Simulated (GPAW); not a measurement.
Computed results, one entry a study.

## How the form of the self-energy moves the gap of Cs2AgSbBr6 (Fm-3m)

The structure is cubic, space group Fm-3m (No. 225). The conventional cell has a = 11.379 Å, b = 11.379 Å, c = 11.379 Å, α = 90.00°, β = 90.00°, γ = 90.00°. Cs has 12 Br at 4.02 Å nearest. Ag has 6 Br at 2.86 Å nearest. Nearest to Sb lie 6 Br at 2.83 Å. Nearest to Br lie 1 Sb at 2.83 Å and 1 Ag at 2.86 Å and 4 Cs at 4.02 Å. Farther neighbours, and contacts between anions beyond the nearest, are not listed.

- method: DFT, LDA, plane waves, PAW (and 3 further levels or steps)
- program: GPAW 26.7.0
- settings: cutoff 450 eV, GPAW PAW setups 1.2.1 data release, 2×2×2 k-mesh, nbands 1249
- notes: The cell and positions are those that the Materials Project relaxed with its own functionals (PBE, PBE+U or r2SCAN), kept fixed. Limits: no spin-orbit coupling. The 2×2×2 mesh is coarse for this cell, which bears on the long-range parts of exchange and screening.
- G0W0, Godby-Needs plasmon pole: 1.617 eV
- one-shot HSE06: 1.790 eV
- G0W0, extrapolated in the cutoff: 1.704 eV
- one-shot Hartree-Fock: 7.049 eV
- G0W0, full frequency, Hilbert transform: 1.637 eV
- known limits: short of the basis limit; d shell near the gap, gap tends to lie low; no spin-orbit coupling; coarse k mesh

One-shot HSE06: +0.173 eV against G0W0, Godby-Needs plasmon pole. G0W0, extrapolated in the cutoff: +0.087 eV against G0W0, Godby-Needs plasmon pole.

[Paths, hosts, dates, memory and timing lines, banners, echoed tables and standing remarks are left out of the program output; an Ansatz launch command may be rebuilt from the run's recorded settings. Measured values are a selection of at most five: reports struck by readers or far from the other reports are left out. None is set beside runs whose start may be inverted or whose files or cutoffs have a known fault.]

[Runs of the session that timed out or met a known fault of the program may be left out.]

[Hosts, paths, dates, database ids (printed as entryN), source tags and the programs' standing remarks are cut or masked in the printed files.]

[Where the starting crystal was built by hand or by swapping elements, it need not be the compound's stable phase.]
